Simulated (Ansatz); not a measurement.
**What do other settings change for rutile SnO2, size series (96 atoms)?**

The cell holds 96 atoms: 32 Sn and 64 O. Cell: a = 9.474 Å, b = 9.474 Å, c = 12.744 Å, α = 90.0°, β = 90.0°, γ = 90.0°. It derives from SnO2 (rutile), repeated 2×2×4. Rutile SnO2 (cell 4.737, 4.737, 3.186, 90, 90, 90), 2 x 2 x 4 conventional cells; ideal positions.

Geometry: as built.

Reference run: Kohn-Sham DFT, revPBE, PAW (set soft_2), plane waves (Ansatz 0.2.0), cutoff 420 eV, k-mesh 3×3×2, fermi-dirac smearing of 0.05 eV.

| Quantity | Value |
| --- | --- |
| r.m.s. force component | 0.1337 eV/Å |
| pressure | 14.31 GPa |
| gap (highest filled to lowest empty level) | 1.352 eV |
| SCF cycles | 7 |
| time | 2.8 s on 1 × NVIDIA GB200 with 32 threads of Arm Neoverse V2, shared host |

**Question.** The cell is repeated and solved at Γ. How do error, time and memory go?
- plane waves, 96 atoms (1×1×1)
- support functions, 96 atoms (1×1×1)
- plane waves, 384 atoms (2×2×1)
- support functions, 384 atoms (2×2×1)
- plane waves, 768 atoms (2×2×2)
- support functions, 768 atoms (2×2×2)
- support functions, 1728 atoms (3×3×2)
- truncated density matrix, 1728 atoms (3×3×2)
- truncated density matrix, 4608 atoms (4×4×3)

Differences are against the typed cell on a 3×3×2 mesh, which samples like Γ on 1728 atoms (r.m.s. force component 0.134 eV/Å, gap 1.35 eV). Every repeated cell is solved at Γ, and forces are averaged over the copies of each atom. Hardware: 1 × NVIDIA GB200 with 32 threads of Arm Neoverse V2, shared host.

| atoms | repeats | basis | Δ force, r.m.s. (meV/Å) | Δ energy (meV/atom) | less plane waves of the same size (meV/atom) | gap (eV) | spread among copies (meV/Å) | SCF cycles | time | host memory (GiB) | planned on the GPU (GiB) |
| --- | --- | --- | --- | --- | --- | --- | --- | --- | --- | --- | --- |
| 96 | 1×1×1 | plane waves | 10.4 | 5.92 | - | 1.35 | - | 7 | 1.6 s | 1.2 | 4.4 |
| 96 | 1×1×1 | support functions | 10.9 | -0.771 | -6.7 | 1.35 | - | 11 | 3.2 s | 1.2 | 3.7 |
| 384 | 2×2×1 | plane waves | 1.00 | 1.60 | - | 1.35 | 0 | 7 | 3.6 s | 1.7 | 21 |
| 384 | 2×2×1 | support functions | 0.33 | -5.36 | -7.0 | 1.35 | 0.073 | 11 | 8.1 s | 1.8 | 10 |
| 768 | 2×2×2 | plane waves | 0.041 | 0.0622 | - | 1.35 | 0 | 8 | 12 s | 2.5 | 74 |
| 768 | 2×2×2 | support functions | 1.09 | -6.85 | -6.9 | 1.35 | 0.06 | 12 | 17 s | 2.9 | 19 |
| 1728 | 3×3×2 | support functions | 0.932 | -6.94 | - | 1.35 | 0.046 | 12 | 44 s | 5.8 | 45 |
| 1728 | 3×3×2 | truncated density matrix | 0.92 | -6.94 | - | - | 0.021 | 13 | 28 s | 4.9 | 51 |
| 4608 | 4×4×3 | truncated density matrix | 0.885 | -6.95 | - | - | 0.063 | 13 | 85 s | 11 | 165 |

Repeating the cell at Γ samples more k-points: in plane waves the energy difference from the dense mesh goes from 5.92 meV/atom at 96 atoms to 0.0622 at 768, and the force difference from 10 to 0.041 meV/Å; the gap stays at 1.35 eV. With plane waves, the time grows as the 1.7 power of the atom count between the two largest sizes, 384 and 768 atoms. The smaller run is short enough for fixed overheads to flatten this slope. With support functions, the time grows as the 1.2 power of the atom count between the two largest sizes, 768 and 1728 atoms. With the truncated density matrix, the time grows as the 1.1 power of the atom count between the two largest sizes, 1728 and 4608 atoms. At 1728 atoms truncation (run in mixed precision) changes the energy by +0.0009 meV/atom and takes 0.64 times the time of the full density matrix. At equal size the support functions lie 6.7 to 7.0 meV/atom below plane waves, likely because their grid holds more waves than 420 eV; no run tests this. Support functions take 2.0 times the time of plane waves at 96 atoms and 1.4 times at 768, so no crossover is reached among the sizes that both ran; the two slopes would cross near 1000 atoms, a rough extrapolation. Each time is a single run, so ratios and crossover are rough. The bases also began from different starting densities. At the largest size the support functions' forces differ from the reference by 0.70 % of the r.m.s. force, where they sample the same k-points. In some support-function runs the search for missed states was left out or partial. Plane waves may use the symmetry of this cell, which the support-function runs switch off.

[Hosts, paths, dates, database ids (printed as entryN), source tags and the programs' standing remarks are cut or masked in the printed files.]
